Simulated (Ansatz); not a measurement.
# ThBr4 (I4_1/amd): from the cell to its phonons

Task: relax ThBr4 (I4_1/amd), then find its harmonic phonons.

Program: Ansatz 0.2.0. Level of theory: DFT PBEsol, scalar-relativistic, plane waves, PAW. Results are calculated unless marked as measured.

Most raw output is cut from this account.

**1. Set-up**

The structure is tetragonal, space group I4_1/amd (No. 141). The conventional cell has a = 8.931 Å, b = 8.931 Å, c = 7.963 Å, α = 90.00°, β = 90.00°, γ = 90.00°. Nearest to Th lie 8 Br at 2.85 to 3.12 Å. Nearest to Br lie 2 Th at 2.85 to 3.12 Å. Farther neighbours and most contacts between anions are not listed.

Coordinates:

```cif
data_structure
_symmetry_space_group_name_H-M 'I4_1/amd:1'
_symmetry_Int_Tables_number 141
_cell_length_a 8.9310
_cell_length_b 8.9310
_cell_length_c 7.9630
_cell_angle_alpha 90.000
_cell_angle_beta 90.000
_cell_angle_gamma 90.000
_cell_volume 635.15
loop_
_atom_site_label
_atom_site_type_symbol
_atom_site_symmetry_multiplicity
_atom_site_Wyckoff_symbol
_atom_site_fract_x
_atom_site_fract_y
_atom_site_fract_z
_atom_site_occupancy
Th1 Th 4 a 0.00000 0.00000 0.00000 1
Br1 Br 16 h 0.50000 0.81100 0.42100 1
```

**2. Relaxation**

The volume is held at the value of the starting cell, while the atoms and the shape relax as far as symmetry allows.

input.yaml

```yaml
crystal:
  lattice:
    - [-4.4655, 4.4655, 3.9815]
    - [4.4655, -4.4655, 3.9815]
    - [4.4655, 4.4655, -3.9815]
  atoms:
    - { symbol: Th, position: [0.0, 0.0, 0.0] }
    - { symbol: Th, position: [0.75, 0.25, 0.5] }
    - { symbol: Br, position: [0.232, 0.921, 0.311] }
    - { symbol: Br, position: [0.671, 0.86, 0.189] }
    - { symbol: Br, position: [0.61, 0.921, 0.689] }
    - { symbol: Br, position: [0.671, 0.482, 0.811] }
    - { symbol: Br, position: [0.518, 0.329, 0.189] }
    - { symbol: Br, position: [0.079, 0.768, 0.689] }
    - { symbol: Br, position: [0.14, 0.329, 0.811] }
    - { symbol: Br, position: [0.079, 0.39, 0.311] }
kpoints:
  mp_grid: { grid: [4, 4, 4] }
hamiltonian:
  xc: pbesol
scf:
  occupations: { method: gaussian, width: 0.02 }
output:
  forces: true
  stress: true
  eigenvalues: true
relax:
  adjacent_minimum: "off"
  f_tol: 0.005
  max_steps: 80
  cell: { stress_tol: 0.05, fix: [volume] }
```

The run is started by

```sh
$ ansatz run input.yaml --threads 16 --pin off --max-ram 61440MiB --backend cuda --events-out ev --progress --plain --runs-dir out
```

Elapsed: 3.3 s, on 1 × NVIDIA GB200 with 16 threads of Arm Neoverse V2, shared host; peak memory 1.1 GiB; 11 s of CPU time.

Relaxation path:

```csv
step,energy less that of the first step (eV),largest force component (eV/Å),pressure (GPa),volume (Å³)
1,0.0000,0.1194,-0.58,317.58
2,-0.0298,0.0716,-0.22,317.58
3,-0.0317,0.0555,-0.38,317.58
4,-0.0334,0.0028,-0.25,317.58
5,-0.0334,0.0028,-0.25,317.58
```

The log counts 1 steps on a newly chosen plane-wave basis, not all of them marked here; energy and pressure can jump at such steps.

Forces are held to the 16 operations that the run works with; a distortion that breaks them can't arise in this run.

```csv
"conventional cell, symmetrised",before,after,change
a (Å),8.931,8.914,-0.2 %
b (Å),8.931,8.914,-0.2 %
c (Å),7.963,7.993,+0.4 %
volume (Å³/atom),31.76,31.76,+0.0 %
```

The atoms that moved most (Å, as changes of fractional coordinates times the final cell):

```csv
atom,dx,dy,dz,length
Br4,-0.034,0.000,0.044,0.056
Br3,0.000,0.034,0.044,0.056
Br5,0.000,-0.034,0.044,0.056
Br8,-0.034,0.000,-0.044,0.056
Br9,0.000,0.034,-0.044,0.056
Br6,0.034,0.000,0.044,0.056
Br10,0.034,0.000,-0.044,0.056
Br7,0.000,-0.034,-0.044,0.056
```

Numbers from this step:

```
pressure           : -0.2504 GPa
gap on the k-mesh  : 2.915 eV
volume per atom    : 31.76 Å³
direct gap on mesh : 2.915 eV
```

In this step the volume went from 31.76 to 31.76 Å³/atom.

**3. Tight relaxation**

At the same fixed volume the relaxation is repeated with tight tolerances, on the k mesh and occupations of the phonon run that follows.

input.yaml

```yaml
crystal:
  lattice:
    - [-4.45711664, 4.45711664, 3.9964916375]
    - [4.45711664, -4.45711664, 3.9964916375]
    - [4.45711664, 4.45711664, -3.9964916375]
  atoms:
    - { symbol: Th, position: [0.0, 0.0, 0.0] }
    - { symbol: Th, position: [0.75, 0.25, 0.5] }
    - { symbol: Br, position: [0.2413303995, 0.9265548429, 0.3147755566] }
    - { symbol: Br, position: [0.6765548429, 0.8617792862, 0.1852244434] }
    - { symbol: Br, position: [0.6117792862, 0.9265548429, 0.6852244434] }
    - { symbol: Br, position: [0.6765548429, 0.4913303995, 0.8147755566] }
    - { symbol: Br, position: [0.5086696005, 0.3234451571, 0.1852244434] }
    - { symbol: Br, position: [0.0734451571, 0.7586696005, 0.6852244434] }
    - { symbol: Br, position: [0.1382207138, 0.3234451571, 0.8147755566] }
    - { symbol: Br, position: [0.0734451571, 0.3882207138, 0.3147755566] }
kpoints:
  mp_grid: { grid: [4, 4, 4] }
hamiltonian:
  xc: pbesol
scf:
  occupations: { method: fixed }
output:
  forces: true
  stress: true
  eigenvalues: true
relax:
  adjacent_minimum: "off"
  f_tol: 0.001
  max_steps: 60
  cell: { stress_tol: 0.01, fix: [volume] }
```

It took 2.4 s on 1 × NVIDIA GB200 with 16 threads; peak memory 1.2 GiB.

Little changed from the start: no atom moved by 0.005 Å and no cell edge by 0.1 %.

Numbers from this step:

| Quantity | Value |
| --- | --- |
| pressure | -0.2499 GPa |
| gap on the k-mesh | 2.918 eV |
| direct gap on mesh | 2.918 eV |

The largest force component left is 0.47 meV/Å. The volume is held at 31.76 Å³/atom, so a pressure of -0.25 GPa remains at this level.

**4. Modes at Γ**

The zone centre comes first: it holds the modes that light can see, as far as symmetry allows. The response to a homogeneous field gives the Born charges and the dielectric tensor.

input.yaml

```yaml
crystal:
  lattice:
    - [-4.4560615455, 4.4560615455, 3.9983844191]
    - [4.4560615455, -4.4560615455, 3.9983844191]
    - [4.4560615455, 4.4560615455, -3.9983844191]
  atoms:
    - { symbol: Th, position: [0.0, 0.0, 0.0] }
    - { symbol: Th, position: [0.75, 0.25, 0.5] }
    - { symbol: Br, position: [0.2413422061, 0.9265510438, 0.3147911624] }
    - { symbol: Br, position: [0.6765510438, 0.8617598814, 0.1852088376] }
    - { symbol: Br, position: [0.6117598814, 0.9265510438, 0.6852088376] }
    - { symbol: Br, position: [0.6765510438, 0.4913422061, 0.8147911624] }
    - { symbol: Br, position: [0.5086577939, 0.3234489562, 0.1852088376] }
    - { symbol: Br, position: [0.0734489562, 0.7586577939, 0.6852088376] }
    - { symbol: Br, position: [0.1382401186, 0.3234489562, 0.8147911624] }
    - { symbol: Br, position: [0.0734489562, 0.3882401186, 0.3147911624] }
kpoints:
  mp_grid: { grid: [4, 4, 4] }
hamiltonian:
  xc: pbesol
scf:
  occupations: { method: fixed }
output:
  eigenvalues: true
phonons:
  method: dfpt
  dielectric: true
  rigid_motions: translations
```

The job ended after 14 s (1 × NVIDIA GB200 with 16 threads; peak memory 3.9 GiB; 93 s of CPU time).

This step gave:

* sum-rule residual before enforcement: 4.30e-5 eV/Å²
* miss of the charge sum rule: 0.04088 e
* estimated error of the dielectric tensor: 0.03619
* estimated error of the Born charges: 0.02930 e
* point group: 4/mmm
* highest optical mode at the zone centre (no LO-TO term): 193.1 cm⁻¹
* lowest optical zone-centre mode: 14.57 cm⁻¹
* mean high-frequency dielectric constant: 4.655
* largest Born charge (third of the trace): 5.249 e
* mean static dielectric constant: 10.90
* top of the zone-centre spectrum with the field: 200.3 cm⁻¹

Without the LO-TO term. Patterns of degenerate modes are one choice out of their space. Modes at Γ, with each element's share of the kinetic energy:

```csv
mode,frequency (cm⁻¹),symmetry,Th %,Br %
1,0.0,acoustic,42,58
2,0.0,acoustic,42,58
3,0.0,acoustic,42,58
4,14.6,B1u,0,100
5,32.1,Eg,1,99
6,32.1,Eg,1,99
7,35.2,B2g,0,100
8,41.0,A2g,0,100
9,60.6,B1g,91,9
10,62.9,Eu,25,75
11,62.9,Eu,25,75
12,72.5,A1u,0,100
13,78.5,Eg,50,50
14,78.5,Eg,50,50
15,91.1,Eu,0,100
16,91.1,Eu,0,100
17,109.0,A1g,0,100
18,114.2,A2u,38,62
19,117.6,not assigned,14,86
20,117.6,not assigned,14,86
21,117.7,not assigned,0,100
22,130.7,B1g,9,91
23,149.0,Eu,33,67
24,149.0,Eu,33,67
25,167.2,A2u,20,80
26,172.7,B1g,0,100
27,175.2,Eg,36,64
28,175.2,Eg,36,64
29,183.8,A1g,0,100
30,193.1,B2u,0,100
```

Displacements in mode 4 (14.6 cm⁻¹), the largest set to 1:
```
Th1  0.00  0.00  0.00
Th2  0.00  0.00  0.00
Br3 -1.00  0.00  0.00
Br4  0.00  1.00  0.00
Br5  1.00  0.00  0.00
Br6  0.00 -1.00  0.00
Br7 -1.00  0.00  0.00
Br8  0.00 -1.00  0.00
Br9  1.00  0.00  0.00
Br10 0.00  1.00  0.00
```

Displacements in mode 26 (172.7 cm⁻¹), the largest set to 1:
```
Th1  0.00  0.00  0.08
Th2  0.00  0.00 -0.08
Br3  0.00  1.00 -0.44
Br4  1.00  0.00  0.44
Br5  0.00 -1.00 -0.44
Br6 -1.00  0.00  0.44
Br7  0.00 -1.00  0.44
Br8  1.00  0.00 -0.44
Br9  0.00  1.00  0.44
Br10-1.00  0.00 -0.44
```

Optical modes at the zone centre, without and with the macroscopic field of the longitudinal modes; each column is sorted by frequency, so a row need not hold one and the same mode. Modes with and without the field, by row:

```csv
rank among optical modes,no field (cm⁻¹),"q along (1, 0, 0) (cm⁻¹)","q along (0, 0, 1) (cm⁻¹)"
1,14.6,14.6,14.6
2,32.1,32.1,32.1
3,32.1,32.1,32.1
4,35.2,35.2,35.2
5,41,41,41
6,60.6,60.6,60.6
7,62.9,62.9,62.9
8,62.9,69.9,62.9
9,72.5,72.5,72.5
10,78.5,78.5,78.5
11,78.5,78.5,78.5
12,91.1,91.1,91.1
13,91.1,98.6,91.1
14,109,109,109
15,114.2,114.2,117.6
16,117.6,117.6,117.6
17,117.6,117.6,117.7
18,117.7,117.7,130.7
19,130.7,130.7,145.5
20,149,149,149
21,149,167.2,149
22,167.2,172.7,172.2
23,172.7,175.2,172.7
24,175.2,175.2,175.2
25,175.2,183.8,175.2
26,183.8,193.1,183.8
27,193.1,200.3,193.1
```

Born charge (rows field, columns displacement) (e), principal values of the symmetric part by kind of site:

```csv
atom,atoms with these values,low,middle,high,mean
Th1,2,4.05,5.85,5.85,5.25
Br3,8,-2.67,-0.86,-0.40,-1.31
```

In full for Br3:

```
-0.40  0.00  0.00
 0.00 -2.52 -0.46
 0.00 -0.55 -1.01
```

High-frequency dielectric tensor:

```
4.82 0.00 0.00
0.00 4.82 0.00
0.00 0.00 4.33
```

Static dielectric tensor (ions relaxed, fixed cell):

```
12.62  0.00  0.00
 0.00 12.62  0.00
 0.00  0.00  7.45
```

Transverse modes. Lines of the infrared spectrum (strongest = 100):

```csv
position (cm⁻¹),lines merged,relative intensity
15,1,0.0
32,1,0.0
35,1,0.0
41,1,0.0
61,1,0.0
63,1,16
73,1,0.0
78,1,0.0
91,1,17
109,1,0.0
114,1,27
118,2,0.0
131,1,0.0
149,1,100
167,1,2.3
173,1,0.0
175,1,0.0
184,1,0.0
193,1,0.0
```

Before it was imposed, the acoustic sum rule was missed by 4.3e-5 eV/Å² and the charge sum rule by 0.041 e. The charge miss is large and points to the mesh or the basis. The lowest optical mode is real, 14.6 cm⁻¹.

**5. Phonons on a q mesh**

Stability and thermal properties need the whole zone. Linear response on a 2×2×2 q mesh gives force constants as far as a supercell of that size would, and the tensors from the zone-centre run are typed in so that the long-range dipole term is interpolated apart.

input.yaml, the sections that differ from step 4:

```yaml
phonons:
  method: dfpt
  qmesh: [2, 2, 2]
  temperatures: { t_max: 400, t_step: 50 }
  qpath:
    path:
      - [[0.0, 0.0, 0.0], [0.0, 0.0, 0.5], [-0.5, 0.5, 0.5], [0.0, 0.0, 0.0], [0.45128283, 0.45128283, -0.45128283], [0.25, 0.25, 0.25], [0.0, 0.5, 0.0], [-0.45128283, 0.54871717, 0.45128283], [-0.5, 0.5, 0.5]]
      - [[0.0, 0.0, 0.5], [0.25, 0.25, 0.25]]
    npoints: 10
  non_analytic_term:
    high_frequency_dielectric_tensor: [[4.819, 0.0, 0.0], [0.0, 4.819, 0.0], [0.0, 0.0, 4.328]]
    born_effective_charges:
      - { species: Th, tensor: [[5.846, 0.0, 0.0], [0.0, 5.846, 0.0], [0.0, 0.0, 4.0536]] }
      - { species: Th, tensor: [[5.846, 0.0, 0.0], [0.0, 5.846, 0.0], [0.0, 0.0, 4.0536]] }
      - { species: Br, tensor: [[-0.4043, 0.0, 0.0], [0.0, -2.5187, -0.4609], [0.0, -0.5473, -1.0134]] }
      - { species: Br, tensor: [[-2.5187, 0.0, 0.4609], [0.0, -0.4043, 0.0], [0.5473, 0.0, -1.0134]] }
      - { species: Br, tensor: [[-0.4043, 0.0, 0.0], [0.0, -2.5187, 0.4609], [0.0, 0.5473, -1.0134]] }
      - { species: Br, tensor: [[-2.5187, 0.0, -0.4609], [0.0, -0.4043, 0.0], [-0.5473, 0.0, -1.0134]] }
      - { species: Br, tensor: [[-0.4043, 0.0, 0.0], [0.0, -2.5187, -0.4609], [0.0, -0.5473, -1.0134]] }
      - { species: Br, tensor: [[-2.5187, 0.0, -0.4609], [0.0, -0.4043, 0.0], [-0.5473, 0.0, -1.0134]] }
      - { species: Br, tensor: [[-0.4043, 0.0, 0.0], [0.0, -2.5187, 0.4609], [0.0, 0.5473, -1.0134]] }
      - { species: Br, tensor: [[-2.5187, 0.0, 0.4609], [0.0, -0.4043, 0.0], [0.5473, 0.0, -1.0134]] }
    source: "zone-centre run at this cell"
# crystal, kpoints, hamiltonian, scf, output: as in step 4
```

Elapsed: 11 s, on 1 × NVIDIA GB200 with 16 threads; peak memory 2.7 GiB; 74 s of CPU time.

This step gave:

| Quantity | Value |
| --- | --- |
| sum-rule residual before enforcement | 9.97e-6 eV/Å² |
| lowest frequency on the path | -4.447 cm⁻¹ |
| highest frequency on the path or at a solved wavevector | 202.4 cm⁻¹ |
| mean frequency | 99.7 cm⁻¹ |
| Debye temperature (second moment) | 211 K |
| logarithmic mean frequency | 83.1 cm⁻¹ |
| lowest mode on the q mesh (acoustic modes at Γ apart) | 14.57 cm⁻¹ |
| zero-point energy per atom | 18.54 meV |
| heat capacity at 300 K | 24.34 J/(mol atoms K) |
| vibrational entropy at 300 K | 48.19 J/(mol atoms K) |

Frequencies (cm⁻¹) solved at each irreducible wavevector; negative means imaginary. Frequencies by wavevector, by row:

```csv
q in reciprocal lattice units,star,mode 1,mode 2,mode 3,mode 4,mode 28,mode 29,mode 30
0 0 0,1,0,0,0,14.6,175.2,183.8,193.1
0 0 -0.5,2,33.9,33.9,36.3,36.3,180.1,202.3,202.3
0 -0.5 0,4,16,22.4,33.4,35.7,184,189.9,195.2
-0.5 -0.5 -0.5,1,30,30,36.4,36.4,177.7,184.2,184.2
```

Interpolated from a 2×2×2 q mesh, with the LO-TO term (at Γ the limit along the path; where Γ stands inside the path, tables give the limit on arrival). Phonon branches along the path, in cm⁻¹:

```csv
point,branch 1,branch 2,branch 3,branch 4,branch 27,branch 28,branch 29,branch 30
Γ,0,0,0,15,175,184,193,200
halfway,19,25,32,34,177,181,199,202
X,34,34,36,36,180,180,202,202
halfway,36,36,39,39,179,179,195,195
M,30,30,36,36,178,178,184,184
halfway,25,29,30,34,177,179,195,202
Γ,0,0,0,15,175,184,193,200
halfway,-3,19,19,37,176,177,182,192
Z,30,30,31,41,176,179,183,186
halfway,21,35,35,40,176,184,192,192
P,24,24,40,40,189,189,192,192
halfway,19,29,35,35,179,190,191,193
N,16,22,33,36,176,184,190,195
halfway,20,28,39,40,176,183,184,193
Z1,30,30,31,41,176,179,183,186
halfway,30,30,34,39,177,178,184,185
M,30,30,36,36,178,178,184,184
jump to X,34,34,36,36,180,180,202,202
halfway,28,28,36,36,183,183,198,198
P,24,24,40,40,189,189,192,192
```

The phonon density of states has structure finer than the step of the table below, so its rows give means over 10 cm⁻¹, whole bins alone (the curve runs from -5 to 203 cm⁻¹). Peaks (cm⁻¹: height): 41.0: 0.366, 83.0: 0.295, 93.0: 0.253, 115.0: 0.366, 125.0: 0.238, 149.0: 0.398, 177.0: 0.311.

Tetrahedra on a 12×12×10 mesh, mean over bins of 2 cm-1. Interpolated from a 2×2×2 q mesh. Phonon density of states against wavenumber; means over each step:

```csv
wavenumber (cm⁻¹),phonon density of states (1/cm⁻¹/cell)
0,0.00169
10,0.0229
20,0.0823
30,0.216
40,0.339
50,0.216
60,0.194
70,0.0923
80,0.146
90,0.184
100,0.116
110,0.280
120,0.167
130,0.141
140,9.5e-4
150,0.148
160,0.0889
170,0.151
180,0.201
190,0.120
```

The partial phonon density of states has structure finer than the step of the table below, so its rows give means over 5 cm⁻¹, whole bins alone (the curve runs from -13.7 to 218 cm⁻¹). Peaks (cm⁻¹: height): Br 40.3: 0.310, 62.2: 0.156, 92.9: 0.170, 111.9: 0.306, 129.4: 0.159, 148.4: 0.166, 177.6: 0.207; Th 34.5: 0.0538, 53.5: 0.0701, 84.1: 0.122, 125.0: 0.0372, 148.4: 0.0521, 176.1: 0.0374, 195.1: 0.0372.

Phonopy on the run's constants, 9x9x9 mesh, Gaussian sigma 2.0 cm-1. Interpolated from a 2×2×2 q mesh. Partial phonon density of states against wavenumber; means over each step; values in 1/cm⁻¹/cell:

```csv
wavenumber (cm⁻¹),Br,Th
-10,2.0e-5,0
-5,4.7e-4,4.7e-5
0,0.00206,3.2e-4
5,0.00646,0.00108
10,0.0199,0.00277
15,0.0456,0.00648
20,0.0693,0.0134
25,0.0936,0.0246
30,0.170,0.0403
35,0.271,0.0510
40,0.302,0.0424
45,0.234,0.0484
50,0.156,0.0620
55,0.122,0.0673
60,0.139,0.0523
65,0.127,0.0402
70,0.0567,0.0291
75,0.0283,0.0395
80,0.0626,0.0740
85,0.113,0.110
90,0.125,0.0431
95,0.157,0.0149
100,0.114,0.0120
105,0.119,0.00894
110,0.270,0.0214
115,0.267,0.0292
120,0.117,0.0199
125,0.136,0.0338
130,0.135,0.0259
135,0.0228,0.00464
140,0.00119,4.4e-4
145,0.0577,0.0185
150,0.130,0.0377
155,0.0834,0.0169
160,0.0709,0.00995
165,0.122,0.0115
170,0.128,0.0194
175,0.160,0.0336
180,0.175,0.0292
185,0.103,0.0199
190,0.0883,0.0214
195,0.123,0.0347
200,0.0680,0.0241
205,0.00894,0.00383
210,6.9e-5,3.0e-5
215,0,0
```

Harmonic thermodynamic functions per atom, from the density of states. Interpolated from a 2×2×2 q mesh. Thermodynamic functions, by row:

```csv
T (K),F_vib (meV/atom),S (J/mol-atom/K),C_V (J/mol-atom/K)
0,18.54,0,0
50,16.31,10.89,13.83
100,7.38,22.96,20.5
200,-25.18,38.44,23.64
300,-70.39,48.19,24.34
400,-124.1,55.23,24.6
```

Harmonic mean-square displacement, third of the trace. Interpolated from a 2×2×2 q mesh. Mean square displacements, by row:

```csv
T (K),Th1 U_eq (Å²),Th2 U_eq (Å²),Br3 U_eq (Å²),Br4 U_eq (Å²),Br5 U_eq (Å²),Br6 U_eq (Å²),Br7 U_eq (Å²),Br8 U_eq (Å²),Br9 U_eq (Å²),Br10 U_eq (Å²)
0,0.0011,0.0011,0.00325,0.00325,0.00325,0.00325,0.00325,0.00325,0.00325,0.00325
100,0.00383,0.00383,0.01545,0.01545,0.01545,0.01545,0.01545,0.01545,0.01545,0.01545
300,0.01106,0.01106,0.04506,0.04506,0.04506,0.04506,0.04506,0.04506,0.04506,0.04506
600,0.02202,0.02202,0.08988,0.08988,0.08988,0.08988,0.08988,0.08988,0.08988,0.08988
```

Symmetry leaves 4 wavevectors to solve. The lowest mode among them, the acoustic zeros apart, lies at Γ and is real, 14.6 cm⁻¹.

**6. What came out**

```
space group after relaxation (within 0.01 Å)            : I4_1/amd
volume per atom                                         : 31.8 Å³
gap on the k-mesh                                       : 2.92 eV
highest optical mode at the zone centre (no LO-TO term) : 193 cm⁻¹
top of the zone-centre spectrum with the field          : 200 cm⁻¹
lowest optical zone-centre mode                         : 14.6 cm⁻¹
mean high-frequency dielectric constant                 : 4.66
mean static dielectric constant                         : 10.9
largest Born charge (third of the trace)                : 5.25 e
lowest mode on the q mesh (acoustic modes at Γ apart)   : 14.6 cm⁻¹
highest frequency on the path or at a solved wavevector : 202 cm⁻¹
zero-point energy per atom                              : 18.5 meV
heat capacity at 300 K                                  : 24.3 J/(mol atoms K)
vibrational entropy at 300 K                            : 48.2 J/(mol atoms K)
Debye temperature (second moment)                       : 211 K
imaginary modes on the 2×2×2 q mesh                     : none
```

No mode is imaginary at the 4 irreducible wavevectors solved, but between them the interpolated path dips to 4.4i cm⁻¹, so stability is not settled. Without the field, the optical modes at Γ span 15 to 193 cm⁻¹. The highest mode in this list at Γ, 193.1 cm⁻¹, is mostly motion of Br (100 % of the kinetic energy). With the macroscopic field of the longitudinal modes the top of the zone-centre spectrum lies at 200 cm⁻¹, against 193 cm⁻¹ without it. Lattice motion raises the mean dielectric constant from 4.655 to 10.90. The strongest infrared line is at 149 cm⁻¹. The volume was held at that of the database entry and not relaxed, so the modes belong to a cell under -0.25 GPa at this level. The program warns that the interpolation holds no quadrupole term, so branches close to Γ can be off in this crystal. An optical mode within 15 cm⁻¹ of zero is at the mercy of small errors in the force constants, and even its sign is uncertain. Spin-orbit coupling is left out, which can matter for the heavy elements here. These are harmonic frequencies at zero temperature: anharmonic shifts, linewidths and thermal expansion are left out.

[Logs are printed without paths, hosts, clocks, repeated set-up lines and the standing remarks that a program may print on its own settings, such as how far it seeks lower states.]

[Hosts, paths, dates, database ids (printed as entryN), source tags and the programs' standing remarks are cut or masked in the printed files.]
